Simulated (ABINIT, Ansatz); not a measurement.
An input for ABINIT 10.8.3 (SiC (Moissanite)):

```
acell 3*1.0 Angstrom
rprim 
  3.075999999976 0.000000000005 0.000000000000
  -1.537999999993 2.663894142018 0.000000000000
  0.000000000000 0.000000000000 5.048000000000
ntypat 2
znucl 14 6
natom 4
typat 1 1 2 2
xred 
  0.333333333333 0.666666666667 0.000000000000
  0.666666666667 0.333333333333 0.500000000000
  0.333333333333 0.666666666667 0.385000000000
  0.666666666667 0.333333333333 0.885000000000
pp_dirpath "pseudos"
pseudos "Si.upf, C.upf"
ecut 37
ngkpt 9 9 6
nshiftk 1
shiftk 0.11 0.21 0.31
kptopt 3
chksymbreak 0
istwfk *1
occopt 1
irdwfk 1
optdriver 99
bs_calctype 1
mbpt_sciss 0.626 eV
bs_loband 6
nband 12
bs_exchange_term 1
bs_coulomb_term 21
bs_coupling 0
bs_algorithm 2
bs_freq_mesh 0 11 0.1 eV
zcut 0.15 eV
ecuteps 3
ecutwfn 18.5
inclvkb 2
mdf_epsinf 7.05
irdden 1
bs_haydock_niter 300
bs_haydock_tol -0.02 0
indata_prefix "in"
outdata_prefix "out"
tmpdata_prefix "tmp"
```

```sh
OMP_NUM_THREADS=1 mpirun -n 4 abinit run.abi > log
```

Question: How long will it take on 4 MPI ranks of AMD EPYC 7571, shared host, and how much memory?

It took 28 min; on shared hardware allow 14 min to 56 min. Peak host memory was 2.7 GiB.

The kernel grows as the square of the matrix size, and full diagonalisation as its cube.

[Paths, hosts, dates, memory and timing lines, banners, echoed tables and standing remarks are left out of the program output.]

[Logs are printed without paths, hosts, clocks, repeated set-up lines and the standing remarks that a program may print on its own settings, such as how far it seeks lower states.]

[Runs of the session that timed out or met a known fault of the program may be left out.]

[Hosts, paths, dates, database ids (printed as entryN), source tags and the programs' standing remarks are cut or masked in the printed files.]

[G0W0 gaps are taken among the corrected bands and points alone; a level outside them can change the order at an edge.]

[Where Ansatz stands beside ABINIT at settings called matched, ABINIT's density can come from a denser mesh and the files from another edition; pairs whose starting gaps differed by over 0.03 eV were left out, so agreement reads better than it is.]
